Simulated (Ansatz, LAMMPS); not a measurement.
# Which site? Mg in place of Zn in glassy 45P2O5-55ZnO (mol %) (85 atoms), part 3 of 3

Aim: make Mg in place of Zn at several sites of glassy 45P2O5-55ZnO (mol %) (85 atoms), relax each, and compare their energies.

Ansatz 0.2.0; Kohn-Sham DFT, r2SCAN, PAW (set soft_2), plane waves.

The cell: 18 P, 11 Zn and 56 O. The quench rate of 500 K/ps is many orders above laboratory rates. The network of bonds at the start is that of the classical potential that made the cell. Only the Γ point is sampled, in a cell whose shortest periodic width is 11 Å.

So far. Step 6 (Mg on a site of Zn, site Zn25): The relaxation converged after 5 steps, 0.0287 eV below its start, with a largest force component of 0.044 eV/Å.

**7. Mg on a site of Zn, site Zn21**

The site has 4 bonded neighbours (O4) at 1.99 Å on average. 

input.yaml reads:

```yaml
crystal:
  lattice:
    - [10.5564, 0.0, 0.0]
    - [0.0, 10.5564, 0.0]
    - [0.0, 0.0, 10.5564]
  atoms:
    [... atom lines 1 to 17 left out ...]
    - { symbol: P, position: [0.09726, 0.75936, 0.12296] }
    - { symbol: Zn, position: [0.09747, 0.45843, 0.23218] }
    - { symbol: Zn, position: [0.39915, 0.99621, 0.86992] }
    - { symbol: Mg, position: [0.5187, 0.65896, 0.11075], spin: 0.6 }
    - { symbol: Zn, position: [0.05063, 0.1887, 0.66874] }
    - { symbol: Zn, position: [0.94504, 0.36574, 0.93449] }
    - { symbol: Zn, position: [0.80564, 0.21059, 0.50321] }
    [... atom lines 25 to 85 left out ...]
magnetization:
  spin_polarized: true
kpoints:
  mp_grid: { grid: [1, 1, 1] }
hamiltonian:
  xc: r2scan
scf:
  occupations: { method: fermi_dirac, width: 0.025 }
  lower_state_search: "off"
output:
  forces: true
  eigenvalues: true
relax:
  f_tol: 0.05
  max_steps: 90
```

Started as:

```sh
$ ansatz run input.yaml --threads 4 --pin off --max-ram 8192MiB --backend cpu --events-out ev --progress --plain --runs-dir out
```

Numbers of over 12 decimals in the logs are rounded to 6 here.

The log of the run:

```text
[...]
Crystal: 85 atoms, lattice volume = 1176.380 Å³
Basis set: ecut = 500 eV, 29855 PW (Γ), exchange–correlation on 320×320×320 points (64 copies of the dense FFT grid, shifted against one another)
Bands: 365, of which v1, the nominal top of the filled ones, is band 278 counted from 1 (277 counted from 0)
Symmetry: 1 space group operations
[...]
k-points: 1
[...]
Starting moments: Σ|m| = 3 μB on 5 of 85 sites
[...]
SCF iter   1: F=-80653.327524 eV  HF=-80765.404503 eV  |F-HF|=1.12e2  |Δ(HF+E_count)|=         —  Δρ=6.48e-2 (↑5.99e-2 ↓6.48e-2)  dr2=1.57e2  dr2_τ=3.82e0  dr2_m=1.72e0  M=0.000 μB ∫|m|=0.580 μB  β_m=0.30  ethr=3.10e-3  ⟨swp⟩=6.0  Hψ=3416  notcnv=0  defer=131
[...]
SCF iter   3: F=-80720.601188 eV  HF=-80722.684209 eV  |F-HF|=2.08e0  |Δ(HF+E_count)|=    8.98e0  Δρ=1.58e-2 (↑1.58e-2 ↓1.57e-2)  dr2=6.16e0  dr2_τ=2.43e-1  dr2_m=4.65e-1  M=0.000 μB ∫|m|=0.400 μB  β_m=0.30  ethr=3.10e-3  ⟨swp⟩=6.0  Hψ=1166  notcnv=0  defer=164  κ⁻¹=1.4e-2(r=2)
[...]
SCF iter   7: F=-80722.468429 eV  HF=-80722.447696 eV  |F-HF|=2.07e-2  |Δ(HF+E_count)|=   8.42e-3  Δρ=1.99e-3 (↑1.96e-3 ↓1.99e-3)  dr2=4.19e-3  dr2_τ=7.23e-4  dr2_m=4.10e-2  M=0.000 μB ∫|m|=0.179 μB  β_m=0.30  ethr=2.17e-5  ⟨swp⟩=4.0  Hψ=1128  notcnv=0  defer=162
[...]
SCF iter  13: F=-80722.474588 eV  HF=-80722.474579 eV  |F-HF|=9.21e-6  |Δ(HF+E_count)|=   1.13e-5  Δρ=1.23e-5 (↑1.23e-5 ↓1.16e-5)  dr2=4.03e-6  dr2_τ=1.54e-8  dr2_m=2.25e-7  M=0.000 μB ∫|m|=0.001 μB  ethr=1.39e-9  ⟨swp⟩=4.0  Hψ=2578  notcnv=0
[...]
SCF 1 converged in 13 iterations: F = -80722.474588 eV  dr2 = 4.03e-6
[...]
relax step   1: F+E_penalty+E_count = -80722.47458806 eV  Δ(F+E_penalty+E_count) = +0.000e0 eV  max|allowed force component| = 5.282e-1 eV/Å  Δτ_max = 0.0000 Å  (13 SCF iters, dr2 threshold 6.25e-5 eV, accepted)
[... from here on, the SCF cycles and remarks between the steps are left out ...]
relax step   2: F+E_penalty+E_count = -80722.49163818 eV  Δ(F+E_penalty+E_count) = -1.705e-2 eV  max|allowed force component| = 3.970e-1 eV/Å  Δτ_max = 0.0150 Å  (7 SCF iters, dr2 threshold 1.74e-5 eV, accepted)
relax step   3: F+E_penalty+E_count = -80722.51380378 eV  Δ(F+E_penalty+E_count) = -2.217e-2 eV  max|allowed force component| = 9.839e-2 eV/Å  Δτ_max = 0.0498 Å  (8 SCF iters, dr2 threshold 9.85e-6 eV, accepted)
relax step   4: F+E_penalty+E_count = -80722.51686797 eV  Δ(F+E_penalty+E_count) = -3.064e-3 eV  max|allowed force component| = 5.600e-2 eV/Å  Δτ_max = 0.0180 Å  (9 SCF iters, accepted)
relax step   5: F+E_penalty+E_count = -80722.52114160 eV  Δ(F+E_penalty+E_count) = -4.274e-3 eV  max|allowed force component| = 6.092e-2 eV/Å  Δτ_max = 0.0467 Å  (9 SCF iters, accepted)
relax step   6: F+E_penalty+E_count = -80722.52361281 eV  Δ(F+E_penalty+E_count) = -2.471e-3 eV  max|allowed force component| = 5.984e-2 eV/Å  Δτ_max = 0.0326 Å  (9 SCF iters, accepted)
relax step   7: F+E_penalty+E_count = -80722.52548029 eV  Δ(F+E_penalty+E_count) = -1.867e-3 eV  max|allowed force component| = 4.838e-2 eV/Å  Δτ_max = 0.0283 Å  (7 SCF iters, dr2 threshold 3.45e-6 eV, accepted)
relax step   8: F+E_penalty+E_count = -80722.52548048 eV  Δ(F+E_penalty+E_count) = -1.983e-7 eV  max|allowed force component| = 4.839e-2 eV/Å  Δτ_max = 0.0000 Å  (3 SCF iters, accepted)
[...]
SCF iter   2: F=-80722.525480 eV  HF=-80722.525480 eV  |F-HF|=2.89e-8  |Δ(HF+E_count)|=   2.63e-8  Δρ=7.42e-7 (↑7.42e-7 ↓7.25e-7)  dr2=3.23e-8  dr2_τ=1.76e-10  dr2_m=3.35e-11  M=0.000 μB ∫|m|=0.000 μB  ethr=9.29e-12  ⟨swp⟩=3.0  Hψ=1299  notcnv=0
[...]
SCF 9 converged in 2 iterations: F = -80722.525480 eV  dr2 = 3.23e-8
SCF converged after 2 iterations
[...]
Magnetization: 0.0000 μB (278.0000 up, 278.0000 down)
Absolute magnetization: 0.0000 μB (∫|ρ↑−ρ↓|, with the PAW one-centre terms)
[...]
Per-site moments (μB) at R_I (Å): [(-4.1612885630118866e-10, 0.606665), (-4.5281068174451045e-9, 0.601039), (8.91388548124164e-10, 0.608980), (1.9530294615556447e-10, 0.618160), (-1.933448114207904e-9, [...]
Free energy (F): -80722.525480 eV
[...]
Internal energy: -80722.525480 eV  (E = F + TS)
E sigma→0 (E₀):  -80722.525480 eV
Fermi energy:    4.587243 eV
[...]
Σ components = -80722.525480   (vs F -80722.525480, Δ=0.00e0)
--- Forces (eV/Å), atoms counted from 1 ---
  atom   1  P      0.00176128    -0.02575007     0.01482317
  atom   2  P     -0.02894959    -0.01366847    -0.01810999
  atom   3  P     -0.00408530    -0.00728355     0.00229002
  atom   4  P     -0.01033371    -0.00165914     0.00741411
[...]
atom  85  O      0.00539000     0.02027779    -0.00134472
  max |Σ_I F_I| component: 9.25e-5 eV/Å
--- Band table (eV) ---
[...]
--- Relaxed structure (8 steps of the walk, 8 accepted, 0 SCFs on fresh bases) ---
  F+E_penalty+E_count = -80722.52548048 eV   max|allowed force component| = 4.839e-2 eV/Å
  atoms:
    - { symbol: P, position: [0.709672, 0.011147, 0.880988] }
    - { symbol: P, position: [0.712793, 0.858741, 0.370054] }
    - { symbol: P, position: [0.129657, 0.109201, 0.927398] }
    - { symbol: P, position: [0.648497, 0.250895, 0.256155] }
[...]
- { symbol: O, position: [0.425973, 0.047909, 0.695842] }
```

Wall time 11 min (4 threads of Arm Neoverse V2, shared host); peak memory 4.6 GiB; 42 min of CPU time.

The relaxation converged after 8 steps, 0.0509 eV below its start, with a largest force component of 0.048 eV/Å.

**8. Mg on a site of Zn, site Zn24**

The site has 4 bonded neighbours (O4) at 1.99 Å on average. 

Input and log are left out; they have the form of those shown for this kind of step.

Elapsed: 9.1 min, on 4 threads of Arm Neoverse V2, shared host; peak memory 4.6 GiB; 36 min of CPU time.

The relaxation converged after 6 steps, 0.0594 eV below its start, with a largest force component of 0.044 eV/Å.

Local excerpt of 13 atoms (numbers count through the whole input) about the Mg atom, after relaxation; x, y, z are measured from there.

```
atom      x      y      z  distance (Å)  bonds
Mg24   0.00   0.00   0.00          0.00      4
 O66  -0.76  -0.21  -1.73          1.91      2
 O68  -1.62   0.24   1.04          1.94      2
 O63   1.49   1.13   0.74          2.01      3
 O38   0.96  -1.45   1.21          2.12      3
 O77   0.35   2.60  -0.88          2.77      2
 O54  -0.68  -2.74  -0.05          2.82      2
 P14   1.57   2.54   0.03          2.98      4
 O60   2.27  -0.33  -2.05          3.08      1
 P11   0.23  -2.78   1.31          3.08      4
Zn22   2.55  -0.11   1.85          3.15      4
  P4  -1.77   0.49  -2.60          3.18      4
 P16  -2.62   1.19   1.60          3.30      4
```

The column of bonds counts only the pairs O-P within 2.08 Å, O-Zn within 2.38 Å, O-Mg within 2.52 Å; other neighbours, such as metal atoms beside each other in a compound, aren't counted, and periodic images can show an atom twice.

The largest move is 0.15 Å, by O68.

**9. Mg on a site of Zn, site Zn23**

The site has 4 bonded neighbours (O4) at 2.03 Å on average. 

Input and log are left out; they have the form of those shown for this kind of step.

Run time: 11 min. Hardware: 4 threads of Arm Neoverse V2, shared host; peak memory 4.6 GiB; 43 min of CPU time.

The relaxation converged after 7 steps, 0.0500 eV below its start, with a largest force component of 0.046 eV/Å.

**10. Mg on a site of Zn, site Zn28**

The site has 4 bonded neighbours (O4) at 1.95 Å on average. 

input.yaml, the sections that differ from step 7:

```yaml
crystal:
  lattice:
    - [10.5564, 0.0, 0.0]
    - [0.0, 10.5564, 0.0]
    - [0.0, 0.0, 10.5564]
  atoms:
    [... atom lines 1 to 24 left out ...]
    - { symbol: Zn, position: [0.26117, 0.3981, 0.49025] }
    - { symbol: Zn, position: [0.55053, 0.60283, 0.67109] }
    - { symbol: Zn, position: [0.62008, 0.30874, 0.96376] }
    - { symbol: Mg, position: [0.9499, 0.67089, 0.72802], spin: 0.6 }
    - { symbol: Zn, position: [0.69692, 0.54144, 0.35359] }
    - { symbol: O, position: [0.76007, 0.14302, 0.88374] }
    - { symbol: O, position: [0.96942, 0.32092, 0.12033] }
    [... atom lines 32 to 85 left out ...]
# magnetization, kpoints, hamiltonian, scf, output, relax: as in step 7
```

The log of the run:

```text
[...]
Crystal: 85 atoms, lattice volume = 1176.380 Å³
Basis set: ecut = 500 eV, 29855 PW (Γ), exchange–correlation on 320×320×320 points (64 copies of the dense FFT grid, shifted against one another)
Bands: 365, of which v1, the nominal top of the filled ones, is band 278 counted from 1 (277 counted from 0)
Symmetry: 1 space group operations
[...]
k-points: 1
[...]
Starting moments: Σ|m| = 3 μB on 5 of 85 sites
[...]
SCF iter   1: F=-80653.166241 eV  HF=-80765.823101 eV  |F-HF|=1.13e2  |Δ(HF+E_count)|=         —  Δρ=6.50e-2 (↑5.98e-2 ↓6.50e-2)  dr2=1.57e2  dr2_τ=3.82e0  dr2_m=1.73e0  M=0.000 μB ∫|m|=0.566 μB  β_m=0.30  ethr=3.10e-3  ⟨swp⟩=6.0  Hψ=3416  notcnv=0  defer=131
[...]
SCF iter   3: F=-80720.766071 eV  HF=-80722.878105 eV  |F-HF|=2.11e0  |Δ(HF+E_count)|=    9.08e0  Δρ=1.58e-2 (↑1.58e-2 ↓1.57e-2)  dr2=6.18e0  dr2_τ=2.44e-1  dr2_m=4.65e-1  M=0.000 μB ∫|m|=0.393 μB  β_m=0.30  ethr=3.10e-3  ⟨swp⟩=6.0  Hψ=1167  notcnv=0  defer=164  κ⁻¹=1.4e-2(r=2)
[...]
SCF iter   7: F=-80722.645686 eV  HF=-80722.625429 eV  |F-HF|=2.03e-2  |Δ(HF+E_count)|=   1.04e-2  Δρ=1.98e-3 (↑1.97e-3 ↓1.98e-3)  dr2=4.98e-3  dr2_τ=7.09e-4  dr2_m=4.06e-2  M=0.000 μB ∫|m|=0.179 μB  β_m=0.30  ethr=2.11e-5  ⟨swp⟩=4.0  Hψ=1075  notcnv=0  defer=162
[...]
SCF iter  13: F=-80722.652027 eV  HF=-80722.652016 eV  |F-HF|=1.08e-5  |Δ(HF+E_count)|=   1.25e-5  Δρ=1.25e-5 (↑1.25e-5 ↓1.22e-5)  dr2=4.21e-6  dr2_τ=2.01e-8  dr2_m=1.50e-7  M=0.000 μB ∫|m|=0.001 μB  ethr=1.42e-9  ⟨swp⟩=4.0  Hψ=2567  notcnv=0
[...]
SCF 1 converged in 13 iterations: F = -80722.652027 eV  dr2 = 4.21e-6
[...]
relax step   1: F+E_penalty+E_count = -80722.65202706 eV  Δ(F+E_penalty+E_count) = +0.000e0 eV  max|allowed force component| = 3.517e-1 eV/Å  Δτ_max = 0.0000 Å  (13 SCF iters, dr2 threshold 6.25e-5 eV, accepted)
[...]
relax step   2: F+E_penalty+E_count = -80722.66752870 eV  Δ(F+E_penalty+E_count) = -1.550e-2 eV  max|allowed force component| = 2.597e-1 eV/Å  Δτ_max = 0.0155 Å  (7 SCF iters, dr2 threshold 7.73e-6 eV, accepted)
[...]
relax step   3: F+E_penalty+E_count = -80722.69035612 eV  Δ(F+E_penalty+E_count) = -2.283e-2 eV  max|allowed force component| = 8.753e-2 eV/Å  Δτ_max = 0.0480 Å  (9 SCF iters, dr2 threshold 4.22e-6 eV, accepted)
[...]
relax step   4: F+E_penalty+E_count = -80722.69416261 eV  Δ(F+E_penalty+E_count) = -3.806e-3 eV  max|allowed force component| = 5.003e-2 eV/Å  Δτ_max = 0.0147 Å  (9 SCF iters, accepted)
[...]
relax step   5: F+E_penalty+E_count = -80722.69775114 eV  Δ(F+E_penalty+E_count) = -3.589e-3 eV  max|allowed force component| = 5.030e-2 eV/Å  Δτ_max = 0.0207 Å  (9 SCF iters, accepted)
[...]
relax step   6: F+E_penalty+E_count = -80722.69963750 eV  Δ(F+E_penalty+E_count) = -1.886e-3 eV  max|allowed force component| = 4.477e-2 eV/Å  Δτ_max = 0.0169 Å  (9 SCF iters, accepted)
[...]
SCF iter   2: F=-80722.699637 eV  HF=-80722.699637 eV  |F-HF|=2.45e-8  |Δ(HF+E_count)|=   1.09e-8  Δρ=5.51e-7 (↑5.38e-7 ↓5.51e-7)  dr2=1.81e-8  dr2_τ=9.45e-11  dr2_m=2.18e-11  M=0.000 μB ∫|m|=0.000 μB  ethr=5.39e-12  ⟨swp⟩=2.0  Hψ=1294  notcnv=0
[...]
SCF 7 converged in 2 iterations: F = -80722.699637 eV  dr2 = 1.81e-8
SCF converged after 2 iterations
[...]
Magnetization: 0.0000 μB (278.0000 up, 278.0000 down)
Absolute magnetization: 0.0000 μB (∫|ρ↑−ρ↓|, with the PAW one-centre terms)
[...]
Per-site moments (μB) at R_I (Å): [(-1.5627742233801777e-10, 0.606856), (-2.390234448950202e-9, 0.600498), (1.2882419897652565e-10, 0.608989), (-6.376841508829742e-9, 0.618506), (-3.1449451235113802e-9, [...]
Free energy (F): -80722.699637 eV
[...]
Internal energy: -80722.699637 eV  (E = F + TS)
E sigma→0 (E₀):  -80722.699637 eV
Fermi energy:    4.554158 eV
[...]
Σ components = -80722.699637   (vs F -80722.699637, Δ=0.00e0)
--- Forces (eV/Å), atoms counted from 1 ---
  atom   1  P      0.01176826    -0.00821698     0.01634100
  atom   2  P     -0.00093708     0.00530344     0.01597907
  atom   3  P      0.01657189    -0.00282329    -0.00098425
  atom   4  P     -0.00585806     0.00263193     0.00892588
[...]
atom  85  O      0.00433781     0.01067315     0.00828422
  max |Σ_I F_I| component: 4.46e-4 eV/Å
--- Band table (eV) ---
[...]
--- Relaxed structure (6 steps of the walk, 6 accepted, 0 SCFs on fresh bases) ---
  F+E_penalty+E_count = -80722.69963750 eV   max|allowed force component| = 4.477e-2 eV/Å
  atoms:
    - { symbol: P, position: [0.711755, 0.014733, 0.881279] }
    - { symbol: P, position: [0.714284, 0.857932, 0.369881] }
    - { symbol: P, position: [0.130839, 0.113636, 0.925805] }
    - { symbol: P, position: [0.648308, 0.248550, 0.256268] }
[...]
- { symbol: O, position: [0.423969, 0.044814, 0.695783] }
```

The job ended after 8.8 min (4 threads; peak memory 4.6 GiB).

The relaxation converged after 6 steps, 0.0476 eV below its start, with a largest force component of 0.045 eV/Å.

**11. The sites compared**

All these cells hold the same atoms, so their energies can be compared with no chemical potential.

| site | neighbours | mean distance (Å) | atoms within 6 Å | energy over the best site (eV) | before relaxation (eV) | gain on relaxing (eV) |
| --- | --- | --- | --- | --- | --- | --- |
| Zn25 | O5 | 2.14 | 59 | 0.00 | 0.00 | 0.03 |
| Zn28 | O4 | 1.95 | 63 | 0.16 | 0.18 | 0.05 |
| Zn23 | O4 | 2.03 | 67 | 0.27 | 0.30 | 0.05 |
| Zn24 | O4 | 1.99 | 61 | 0.31 | 0.34 | 0.06 |
| Zn21 | O4 | 1.99 | 62 | 0.34 | 0.36 | 0.05 |
| Zn26 | O3 | 1.88 | 62 | 0.51 | 0.57 | 0.09 |

Neighbours are those of the relaxed host within 2.50 Å (O-Zn); other pairs aren't counted.

**12. What came out**

The cheapest site is Zn25 (5 neighbours, O5); the dearest, Zn26 (3 neighbours, O3), costs 0.51 eV more. By coordination the energies over the best site are 0.51 eV with 3 neighbours, 0.16 to 0.34 eV with 4 neighbours and 0.00 eV with 5 neighbours. Relaxation gains 0.029 to 0.089 eV and leaves the best site the same.

**Limits.** Defects are neutral and interact with their images. The reference ran with gaussian smearing of 0.025 eV, but 6 of the 6 defect cells with fermi-dirac smearing of 0.025 eV, spin polarised. In a disordered cell the relaxation can also rearrange atoms far from the site. In the spin-polarised runs the search for a state of lower energy was switched off. Only 6 of the 11 Zn sites were tried; unless symmetry makes the others alike to these, a cheaper one may exist. The pressure of -3.8 GPa says that the cell would shrink at this level of theory.

The DFT runs together took 69 min of wall time.

[Logs are printed without paths, hosts, clocks, repeated set-up lines and the standing remarks that a program may print on its own settings, such as how far it seeks lower states.]

[Hosts, paths, dates, database ids (printed as entryN), source tags and the programs' standing remarks are cut or masked in the printed files.]
